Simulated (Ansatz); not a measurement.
# PtC (model cell, started as wurtzite): from the cell to its phonons, part 2 of 3

How does PtC (model cell, started as wurtzite) vibrate, and is this structure a minimum?

Ansatz 0.2.0; DFT LDA, scalar-relativistic, plane waves, PAW.

So far: The structure; Relaxation.

The structure was built from a prototype and need not be the compound's stable phase.

**2. Relaxation (continued)**

Valence density in the ac plane at fractional y = 0.333, with atoms of Pt and C within 0.2 Å of it. It is the smooth field of the valence electrons, not physical close to the nuclei.

Ten steps, logarithmic in the rise over the least value, from '_' (0 e/Å³) to '@' (12 e/Å³):
```
--==========----==============--
----======----====++++++++++==--
--------------==++++++++++++==--
--::::::::::--==++++++++++++==--
::........::::--==++++++++++==--
....____....::--==++++++++==--::
..________....::--====++====--::
..__________..::----======--::..
..__________..::--========--::::
..________..::--==++++++++==--::
::..____....--==++########**==--
::........::--++##%%%%@@%%##**==
--::....::--==**%%@@@@@@@@%%##++
--::::::::--++##%%@@@@@@@@@@##++
----::::::--++##%%@@@@@@@@%%##++
----::::----==**##%%@@@@@@%%**++
------------==++**##%%%%%%##++==
--------------==++********++==--
::::::::::::::----========----::
::::::::::::::::::::::::::::::::
......::........................
..............__________________
............____________________
..............__________________
..::::::::::....____________....
::--------::::......______....::
----======--::::::..........::::
--==========--::::::::::::::::--
--==++++====--------------------
```
Columns run along a (3.2 Å), rows up along c (5.8 Å). Atoms in or near the plane, at fractional coordinates: Pt at (0.67, 0.51), C at (0.67, 0.87).

Electrostatic potential energy in the ac plane at fractional y = 0.333, with atoms of Pt and C within 0.2 Å of it. With pseudopotentials it is smooth inside the atoms' cores, unlike the true potential.

Ten even steps from '0' (-63 eV) to '9' (20 eV):
```
8877788887667889
8888888874224688
9988999852001478
9999999851000479
9999999863002589
9999999975435789
9999999998777899
9999999999888999
9999999998888999
9999999887666789
9999999764333578
9999998631001357
8999997420000136
8999987410000036
8999987410000136
8999997520000247
9999998642112368
9999999875445688
9999999988777899
9999999999999999
9999999999999999
9999999999999999
9999999999999999
9999999999999999
9999999999999999
9888899999999999
8877889999999999
8777788999999999
8776788999888999
```
Columns run along a (3.2 Å; values clipped at the 3rd and 97th percentile), rows up along c (5.8 Å). Atoms in or near the plane, at fractional coordinates: Pt at (0.67, 0.51), C at (0.67, 0.87).

In this step the volume went from 12.27 to 12.48 Å³/atom.

**3. Relaxing to small forces for the phonons**

Phonons need a cell at rest on their own settings, so the relaxation is repeated with tight tolerances on forces and stress, using the mesh and the filling of the phonon run that follows.

Input file input.yaml:

```yaml
crystal:
  lattice:
    - [3.1592420662, 0.0, 0.0]
    - [-1.5796210331, 2.735983886, 0.0]
    - [0.0, 0.0, 5.7756188633]
  atoms:
    - { symbol: Pt, position: [0.3333333333, 0.6666666667, 0.0073733554] }
    - { symbol: Pt, position: [0.6666666667, 0.3333333333, 0.5073733554] }
    - { symbol: C, position: [0.3333333333, 0.6666666667, 0.3676266446] }
    - { symbol: C, position: [0.6666666667, 0.3333333333, 0.8676266446] }
kpoints:
  mp_grid: { grid: [15, 15, 8] }
hamiltonian:
  xc: lda
scf:
  occupations: { method: methfessel_paxton, width: 0.15 }
output:
  forces: true
  stress: true
  eigenvalues: true
relax:
  adjacent_minimum: "off"
  f_tol: 0.001
  max_steps: 60
  cell: { stress_tol: 0.01 }
```

Started as:

```
> ansatz run input.yaml --threads 4 --pin off --max-ram 7168MiB --backend cpu --events-out ev --progress --plain --runs-dir out
```

Numbers of over 12 decimals in the logs are rounded to 6 here.

The log of the run:

```text
[...]
Crystal: 4 atoms, lattice volume = 49.922 Å³
Basis set: ecut = 420 eV, 931 PW (Γ)
Bands: 27, of which v1, the nominal top of the filled ones, is band 22 counted from 1 (21 counted from 0)
Symmetry: 12 space group operations
[...]
k-points: 135 of 1800 (time reversal used)
[...]
--- Relaxed structure (3 steps of the walk, 3 accepted, 1 SCFs on fresh bases) ---
[...]
cell:  # Å, volume = 49.9232 Å³
    - [3.158695, 0.0, 0]
    - [-1.579347, 2.735510, 0]
    - [0, 0, 5.777723]
  atoms:
    - { symbol: Pt, position: [0.333333, 0.666667, 0.00738717] }
    - { symbol: Pt, position: [0.666667, 0.333333, 0.507387] }
    - { symbol: C, position: [0.333333, 0.666667, 0.367613] }
    - { symbol: C, position: [0.666667, 0.333333, 0.867613] }
[key lines of the parts left out:]
SCF converged after 5 iterations
Free energy (F): -24972.155793 eV
Fermi energy:    17.025761 eV
P = ⅓ Tr σ = -0.0049 GPa (-0.049 kbar)
```

Elapsed: 42 s, on 4 threads of Arm Neoverse N1, shared host; peak memory 0.5 GiB; 1.8 min of CPU time.

Little changed from the start: no atom moved by 0.005 Å and no cell edge by 0.1 %.

This step gave:

```
pressure : -0.004853 GPa
```

The largest force component left is 0.51 meV/Å and the pressure is -0.005 GPa, within the tolerances set. The cell now holds 12.48 Å³/atom.

**4. Zone-centre response**

The zone centre comes first: it holds the modes that light can see, as far as symmetry allows. No field response is asked, since the mesh shows no gap.

input.yaml, the sections that differ from step 3:

```yaml
crystal:
  lattice:
    - [3.1586945863, 0.0, 0.0]
    - [-1.5793472931, 2.7355097545, 0.0]
    - [0.0, 0.0, 5.7777226681]
  atoms:
    - { symbol: Pt, position: [0.3333333333, 0.6666666667, 0.0073871743] }
    - { symbol: Pt, position: [0.6666666667, 0.3333333333, 0.5073871743] }
    - { symbol: C, position: [0.3333333333, 0.6666666667, 0.3676128257] }
    - { symbol: C, position: [0.6666666667, 0.3333333333, 0.8676128257] }
output:
  eigenvalues: true
phonons:
  method: dfpt
# kpoints, hamiltonian, scf: as in step 3
# relax: removed
```

The log of the run:

```text
[...]
Crystal: 4 atoms, lattice volume = 49.923 Å³
Basis set: ecut = 420 eV, 931 PW (Γ), exchange–correlation on 48×48×80 points (8 copies of the dense FFT grid, shifted against one another)
Bands: 27, of which v1, the nominal top of the filled ones, is band 22 counted from 1 (21 counted from 0)
Symmetry: 12 space group operations
k-points: 488 of 1800 (irreducible under 2 space group operations, time reversal used)
[...]
SCF iter   1: F=—  HF=-24972.167773 eV  |F-HF|=—  |Δ(HF+E_count)|=         —  Δρ=1.06e-2  dr2=3.87e-2  ethr=1.77e-3  ⟨swp⟩=5.4  Hψ=50961  notcnv=0
[...]
SCF iter   9: F=-24972.155794 eV  HF=-24972.155794 eV  |F-HF|=3.64e-12  |Δ(HF+E_count)|=  3.64e-12  S|Δr|=    0.00e0  Δρ=1.10e-7  dr2=4.48e-12  ethr=1.00e-12  ⟨swp⟩=6.9  Hψ=57911  notcnv=0
SCF 1 converged in 9 iterations: F = -24972.155794 eV  dr2 = 4.48e-12
[...]
DFPT response loops at Γ: preconditioner auto → Kerker (q_TF=auto, 2.671 Å⁻¹) (partly filled bands, converged f_vac=0.000); β = 1.00, the filter's whole step (`scf.mixing.beta` (0.50) is not read by the response loops under this deck's `scf.mixing.preconditioner`; to damp them name `kerker` or `kerker_dos`, under which they read `scf.mixing.beta`, and type it under 1.00, their step now; both keys bind the ground state too); Broyden in place of MSR1
SCF converged after 9 iterations
[...]
Free energy (F): -24972.155794 eV
[...]
Internal energy: -24972.154306 eV  (E = F + TS)
E sigma→0 (E₀):  -24972.155422 eV
Entropy (-TS):   -0.001488 eV (-0.372 meV/atom)
Fermi energy:    17.025761 eV
[...]
--- Band table (eV; the first three rows and the last of 488) ---
  k-point 0: bands = [... 18 lower, 13.5796, 13.5796, 14.2342, 19.7235, 19.7554, 19.7554, 21.6543, 22.0061, ... 1 higher]
  k-point 1: bands = [... 18 lower, 13.5548, 13.5548, 14.5522, 19.6574, 19.8203, 19.8203, 21.6557, 21.8956, ... 1 higher]
  k-point 2: bands = [... 18 lower, 13.4800, 13.4800, 15.3767, 19.3585, 20.0147, 20.0147, 21.5964, 21.5964, ... 1 higher]
  k-point 487: bands = [... 18 lower, 14.0907, 14.1910, 15.0190, 15.9573, 16.4042, 18.1023, 19.2983, 20.0300, ... 1 higher]
--- Phonons (Γ-DFPT): 4 representative perturbations + reference, on 488 of 1800 k-points (Σ response iterations 14) ---
  k mesh reduced under 2 symmetry operations, with k and −k counted as one. Each operation leaves every solved perturbation unchanged. A smaller set is not used because it would not reduce the number of displacements times k-points to solve
  ASR residual: 3.289e-5 → 0.000e0 eV/Å²; symmetrization residual: 2.202e-6 eV/Å²
  ASR residual per site (eV/Å²): 3.29e-5 3.29e-5 8.60e-6 8.60e-6
  Γ frequencies (cm⁻¹): 0.00 0.00 0.00 58.55 58.55 143.24 466.56 551.51 551.51 553.23 553.23 573.23
  non-analytic LO–TO correction: not included (Born effective charges unavailable; polar crystals: no LO–TO splitting at Γ)
```

The job ended after 3.6 min (4 threads; peak memory 1.9 GiB).

Numbers from this step:

* sum-rule residual before enforcement: 3.29e-5 eV/Å²
* point group: 6mm
* highest optical mode at the zone centre (no LO-TO term): 573.2 cm⁻¹
* lowest optical zone-centre mode: 58.55 cm⁻¹

Patterns of degenerate modes are one choice out of their space. The modes at Γ (shares of kinetic energy by element, %):

```tsv
mode	frequency (cm⁻¹)	symmetry	Pt %	C %
1	0.0	acoustic	94	6
2	0.0	acoustic	94	6
3	0.0	acoustic	94	6
4	58.5	E2	95	5
5	58.5	E2	95	5
6	143.2	B1	99	1
7	466.6	B1	1	99
8	551.5	E1	6	94
9	551.5	E1	6	94
10	553.2	E2	5	95
11	553.2	E2	5	95
12	573.2	A1	6	94
```

Displacements in mode 4 (58.5 cm⁻¹), the largest set to 1:
```
Pt1  0.07 -1.00  0.00
Pt2 -0.07  1.00  0.00
C3  -0.06  0.93  0.00
C4   0.06 -0.93  0.00
```

Displacements in mode 8 (551.5 cm⁻¹), the largest set to 1:
```
Pt1  0.00 -0.06  0.00
Pt2  0.00 -0.06  0.00
C3   0.00  1.00  0.00
C4   0.00  1.00  0.00
```

Before it was imposed, the acoustic sum rule was missed by 3.3e-5 eV/Å². Small misses are needed for a sound result but don't prove that mesh and cutoff are converged. The lowest optical mode is real, 58.5 cm⁻¹.

**5. Phonons on a q mesh**

Stability and thermal properties need the whole zone. Linear response on a 2×2×2 q mesh gives force constants as far as a supercell of that size would.

input.yaml, the sections that differ from step 4:

```yaml
kpoints:
  mp_grid: { grid: [16, 16, 8] }
phonons:
  method: dfpt
  qmesh: [2, 2, 2]
  temperatures: { t_max: 1000, t_step: 50 }
  qpath:
    path:
      - [[0.0, 0.0, 0.0], [0.5, 0.0, 0.0], [0.33333333, 0.33333333, 0.0], [0.0, 0.0, 0.0], [0.0, 0.0, 0.5], [0.5, 0.0, 0.5], [0.33333333, 0.33333333, 0.5], [0.0, 0.0, 0.5]]
      - [[0.5, 0.0, 0.5], [0.5, 0.0, 0.0]]
      - [[0.33333333, 0.33333333, 0.5], [0.33333333, 0.33333333, 0.0]]
    npoints: 10
# crystal, hamiltonian, scf, output: as in step 4
```

The log of the run:

```text
Warning: phonons: the dynamical matrix that this run interpolates holds no multipole term above the dipole-dipole one, and a site of this crystal is no centre of inversion, so its interpolated transverse optical and acoustic branches and sound speeds can stay off near Gamma, and the density of states and the thermodynamics with them. What a run solves at a wave vector of phonons.qpoints, Gamma apart, where the deck admits one, is free of this, and under fd what a larger phonons.supercell samples
[...]
Crystal: 4 atoms, lattice volume = 49.923 Å³
Basis set: ecut = 420 eV, 931 PW (Γ), exchange–correlation on 48×48×80 points (8 copies of the dense FFT grid, shifted against one another)
Bands: 27, of which v1, the nominal top of the filled ones, is band 22 counted from 1 (21 counted from 0)
Symmetry: 12 space group operations
k-points: 150 of 2048 (time reversal used)
[...]
SCF iter   1: F=—  HF=-24972.177842 eV  |F-HF|=—  |Δ(HF+E_count)|=         —  Δρ=1.08e-2  dr2=3.98e-2  ethr=1.77e-3  ⟨swp⟩=5.4  Hψ=15718  notcnv=0
[...]
SCF iter   9: F=-24972.165284 eV  HF=-24972.165284 eV  |F-HF|=3.64e-12  |Δ(HF+E_count)|=  3.27e-11  S|Δr|=    0.00e0  Δρ=1.15e-7  dr2=4.70e-12  ethr=1.00e-12  ⟨swp⟩=7.0  Hψ=17854  notcnv=0
SCF 1 converged in 9 iterations: F = -24972.165284 eV  dr2 = 4.70e-12
[...]
SCF iter   3: F=-24972.165284 eV  HF=-24972.165284 eV  |F-HF|=2.55e-11  |Δ(HF+E_count)|=  2.18e-11  S|Δr|=    0.00e0  Δρ=1.58e-7  dr2=5.70e-12  ethr=1.00e-12  ⟨swp⟩=2.8  Hψ=9034  notcnv=0
SCF 2 converged in 3 iterations: F = -24972.165284 eV  dr2 = 5.70e-12
phonons: the bands overlap, so this run is a metal and interpolates without the dipole-dipole term. If the crystal is really an insulator or semiconductor, its LO-TO splitting is missing
NSCF: frozen V_eff on 150 k-points
WARN: eigensolver did not converge (k=148): 1 band(s) unlocked after 20 sweeps at ethr=1.77e-12 eV (storage-precision floor; scheduled 1.00e-12 eV) (lowest unlocked band 26, counted from 0; max residual 4.95e-5 eV among the unlocked bands, 4.95e-5 eV over every band; other slots of this pass that fall short are told together in one closing line; warning suppressed until the next SCF loop or pass starts)
WARN: eigensolver did not converge in 2 slots of this pass, the one above among them; of largest residual over every band (k=148): 1 band(s) unlocked (lowest unlocked band 26, counted from 0; max residual 4.95e-5 eV among the unlocked bands, 4.95e-5 eV over every band); of lowest unlocked band (k=148): band 26
[...]
DFPT response loops at q = (0, 0, 0) (fractional): preconditioner auto → Kerker (q_TF=auto, 2.671 Å⁻¹) (partly filled bands, converged f_vac=0.000); β = 1.00, the filter's whole step (`scf.mixing.beta` (0.50) is not read by the response loops under this deck's `scf.mixing.preconditioner`; to damp them name `kerker` or `kerker_dos`, under which they read `scf.mixing.beta`, and type it under 1.00, their step now; both keys bind the ground state too); Broyden in place of MSR1
[...]
SCF converged after 9 iterations
[...]
Free energy (F): -24972.165284 eV
[...]
Internal energy: -24972.167018 eV  (E = F + TS)
E sigma→0 (E₀):  -24972.165717 eV
Entropy (-TS):   0.001735 eV (0.434 meV/atom)
Fermi energy:    16.966893 eV
[...]
--- Band table (eV; the first three rows and the last of 150) ---
  k-point 0: bands = [... 18 lower, 13.5775, 13.5775, 14.2275, 19.7256, 19.7549, 19.7549, 21.6492, 22.0060, ... 1 higher]
  k-point 1: bands = [... 18 lower, 13.5528, 13.5528, 14.5459, 19.6591, 19.8199, 19.8199, 21.6508, 21.8955, ... 1 higher]
  k-point 2: bands = [... 18 lower, 13.4781, 13.4781, 15.3710, 19.3589, 20.0143, 20.0143, 21.5962, 21.5962, ... 1 higher]
  k-point 149: bands = [... 18 lower, 14.0121, 14.0121, 15.5342, 15.5342, 16.7038, 16.7038, 18.6393, 18.6393, ... 1 higher]
--- Phonons (Γ-DFPT): 4 representative perturbations + reference (Σ response iterations 14) ---
  ASR residual: 4.334e-5 → 0.000e0 eV/Å²; symmetrization residual: 5.705e-7 eV/Å²
  ASR residual per site (eV/Å²): 4.33e-5 4.33e-5 1.13e-5 1.13e-5
[...]
--- Phonons (arbitrary-q DFPT): 4 irreducible q on the 2×2×2 mesh ---
  q = [0.0000, 0.0000, 0.0000] (star 1, of the zone-centre solve; hermiticity 7.49e-8, symmetrization 5.99e-11): -0.00 -0.00 0.00 58.61 58.61 146.69 460.27 563.06 563.06 563.44 567.95 567.95
  q = [0.0000, 0.0000, -0.5000] (star 1, 4 solved perturbations in 1534 linear systems a pass and spin channel, the states on 554 of 2048 k-point pairs; hermiticity 5.26e-5, symmetrization 1.48e-5): 40.55 40.55 40.55 40.55 121.22 121.22 575.23 575.23 575.23 575.23 599.13 599.13
  q = [0.0000, -0.5000, 0.0000] (star 3, 6 solved perturbations on 554 of 2048 k-point pairs; hermiticity 2.72e-7, symmetrization 3.75e-10): -76.02 -40.47 65.20 74.29 119.24 149.76 443.08 516.76 539.66 547.35 621.01 644.97
[...]
sum rule: each row above includes the acoustic sum rule's correction from the zone centre's row sums; it moved no ω² by more than (0.51 cm⁻¹)²
  mesh force constants: q→R imaginary residual 8.29e-18; ASR residual 4.334e-5 → 0.000e0 eV/Å²; symmetrization residual 1.421e-14 eV/Å²
  interpolated dispersion: 93 rows × 12 modes
  density of states and harmonic sums: on the 22×22×12 q-mesh, interpolated from the force constants of a 2×2×2 supercell (no non-analytic term)
  largest difference from the sums on the solved wave vectors: F 6.91e-2 eV, S 9.26e-5 and C_V 2.35e-5 eV/K
  zero-point energy: 0.235913 eV/cell   skipped modes (ω ≤ 0): 306, of them read as no rigid motion or as one in doubt: 303 (8.523e-1 modes/cell left out, lowest -81.93 cm⁻¹)   left out of the sums: 7.11e-2 of the cell's modes: C_V's classical limit lies that fraction below 3 k_B per atom; for a crystal, a wire or a layer, F and S can be off by more, and a phonons.interpolated_qmesh denser along its periods is the remedy for the sampling
```

It took 13 min on 4 threads; peak memory 1.9 GiB.

This step gave:

```yaml
sum_rule_residual_before_enforcement: 4.33e-5 eV/Å²
lowest_frequency_on_the_path: -82.05 cm⁻¹
highest_frequency_on_the_path_or_at_a_solved_wavevector: 645 cm⁻¹
highest_optical_mode_at_the_zone_centre_no_lo_to_term: 568.0 cm⁻¹
lowest_optical_zone_centre_mode: 58.61 cm⁻¹
lowest_mode_on_the_q_mesh_acoustic_modes_at_gamma_apart: -76.02 cm⁻¹
```

Frequencies (cm⁻¹) solved at each irreducible wavevector; negative means imaginary. Frequencies by wavevector, by row:

```tsv
q in reciprocal lattice units	star	mode 1	mode 2	mode 3	mode 4	mode 10	mode 11	mode 12
0 0 0	1	0	0	0	58.6	563.4	568	568
0 0 -0.5	1	40.5	40.5	40.5	40.5	575.2	599.1	599.1
0 -0.5 0	3	-76	-40.5	65.2	74.3	547.4	621	645
0 -0.5 -0.5	3	50.7	50.7	71.5	71.5	555.5	629.2	629.2
```

(Part 2 of 3 ends here.)

[Logs are printed without paths, hosts, clocks, repeated set-up lines and the standing remarks that a program may print on its own settings, such as how far it seeks lower states.]

[Hosts, paths, dates, database ids (printed as entryN), source tags and the programs' standing remarks are cut or masked in the printed files.]
